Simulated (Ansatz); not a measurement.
Rows from a G0W0 calculation on Ti2CO2/Ti2CO2 (MXene bilayer) (Ansatz 0.2.0; G0W0 on HSE06, plane waves, PAW; PAW set soft_1; 3×3×1 mesh, 186 empty bands, screening to 38 eV, PAW set soft_1 files), in eV. Spin-orbit coupling is left out.

| row | k | band | start | Σx | Σc at the solution | Vxc |
| --- | --- | --- | --- | --- | --- | --- |
| A | (0.000, 0.333, 0.000) | c2 | -4.915 | -13.374 | -4.886 | -18.989 |
| B | Γ | c1 | -4.710 | -12.648 | -5.967 | -19.523 |
| C | (0.000, 0.333, 0.000) | v1 | -8.066 | -19.420 | 2.467 | -18.003 |
| D | (0.000, 0.333, 0.000) | v2 | -8.086 | -19.381 | 2.465 | -17.962 |
| E | (0.000, 0.333, 0.000) | c1 | -5.157 | -12.960 | -4.857 | -18.485 |
| F | Γ | v1 | -6.317 | -20.213 | 2.523 | -18.800 |

Question: Give the quasiparticle energies and the shift of each level.

The quasiparticle equation reads E = start + Σx + Σc(E) − Vxc.

```
row  E (eV)  shift (eV)
  A  -4.186      +0.729
  B  -3.801      +0.909
  C  -7.017      +1.050
  D  -7.040      +1.046
  E  -4.489      +0.668
  F  -5.207      +1.110
```

Limits: short of the basis limit; coarse mesh for a sheet.

[Long decimals in the printed logs are rounded to 6 places.]

[Logs are printed without paths, hosts, clocks, repeated set-up lines and the standing remarks that a program may print on its own settings, such as how far it seeks lower states.]

[Paths, hosts, dates, memory and timing lines, banners, echoed tables and standing remarks are left out of the program output; an Ansatz launch command may be rebuilt from the run's recorded settings. Measured values are a selection of at most five: reports struck by readers or far from the other reports are left out. None is set beside runs whose start may be inverted or whose files or cutoffs have a known fault.]

[Runs of the session that timed out or met a known fault of the program may be left out.]

[Cells called generated may have been cut or substituted from an entry of the Crystallography Open Database or the Materials Project.]

[Hosts, paths, dates, database ids (printed as entryN), source tags and the programs' standing remarks are cut or masked in the printed files.]

[Where the starting crystal was built by hand or by swapping elements, it need not be the compound's stable phase.]
